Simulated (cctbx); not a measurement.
## Which space group?

Cell: a = 8.6280 Å, b = 5.4590 Å, c = 7.0880 Å, α = 90.00°, β = 126.55°, γ = 90.00°. Expected content of the cell: Dy4 Ni8 C8.

The data are simulated with cctbx, not measured: Mo Kα, λ = 0.71073 Å, to d = 0.75 Å, 95 % of the full sphere, strongest reflection 40000 counts, noise from counting, a 2 % proportional error and a noise floor of 8 counts (s.d.); no absorption, some extinction.

A first pass over the reflections prints:

```text
2543 reflections to d = 0.750 A
centring   violations  <I/sigma> of those
    A        520 of  1280     13.4
    B        520 of  1259     13.6
    C          0 of  1269      0.0
    I        552 of  1288     13.8
    R        751 of  1698     13.8
    F        520 of  1904      9.0
Laue class    unique    Rint  (classes that these axes allow; Friedel mates merged)
C 1 2/m 1         371   0.018
space group    extra absences  I>4sigma  <I/sigma>
C 1 2 1                 0          0         -  acentric
C 1 m 1                 0          0         -  acentric
C 1 c 1                69          0       0.1  acentric
C 1 n 1                69          0       0.1  acentric
C 1 2/m 1               0          0         -  centric
C 1 2/c 1              69          0       0.1  centric
C 1 2/n 1              69          0       0.1  centric
Wilson B = 1.01 A^2   <|E^2-1|> = 0.753 (0.968 centric, 0.736 acentric)   E^2>4: 0.3 %
shell (A)         n   <I/sigma>
 5.69 - 1.49     50     51.1
 1.49 - 1.19     48     48.2
 1.19 - 1.04     43     45.9
 1.04 - 0.94     47     45.8
 0.94 - 0.88     44     46.2
 0.88 - 0.83     43     45.3
 0.83 - 0.78     49     37.8
 0.78 - 0.75     47     38.5
```

**Question.** What are the lattice type, the Laue class and the likely space group?

The reflections that C centring forbids are absent (⟨I/σ⟩ near 0), so the lattice is C.

Only C 1 2/m 1 fits these axes (Rint 0.018); a search for a hidden higher lattice was not made.

7 settings pass the absence test. The most absences obeyed, 69, belong to C 1 c 1, C 1 n 1, C 1 2/c 1 and C 1 2/n 1, which absences can't tell apart.

⟨|E²−1|⟩ = 0.753 leans to a non-centrosymmetric structure. Here that hint misleads: the statistic assumes many like atoms on general positions, and few, heavy or special-position atoms break it. The Wilson B of 1.01 Å² means U ≈ 0.0128 Å².

The true group is C2/c (no. 15), Laue class 2/m, centrosymmetric. The tables only narrow the choice to the tied entries; cell content, site symmetry and trial solutions must settle it.

This is a model crystal, built by substitution and not relaxed, with assumed displacement parameters.

[Logs are printed without paths, hosts, clocks, repeated set-up lines and the standing remarks that a program may print on its own settings, such as how far it seeks lower states.]
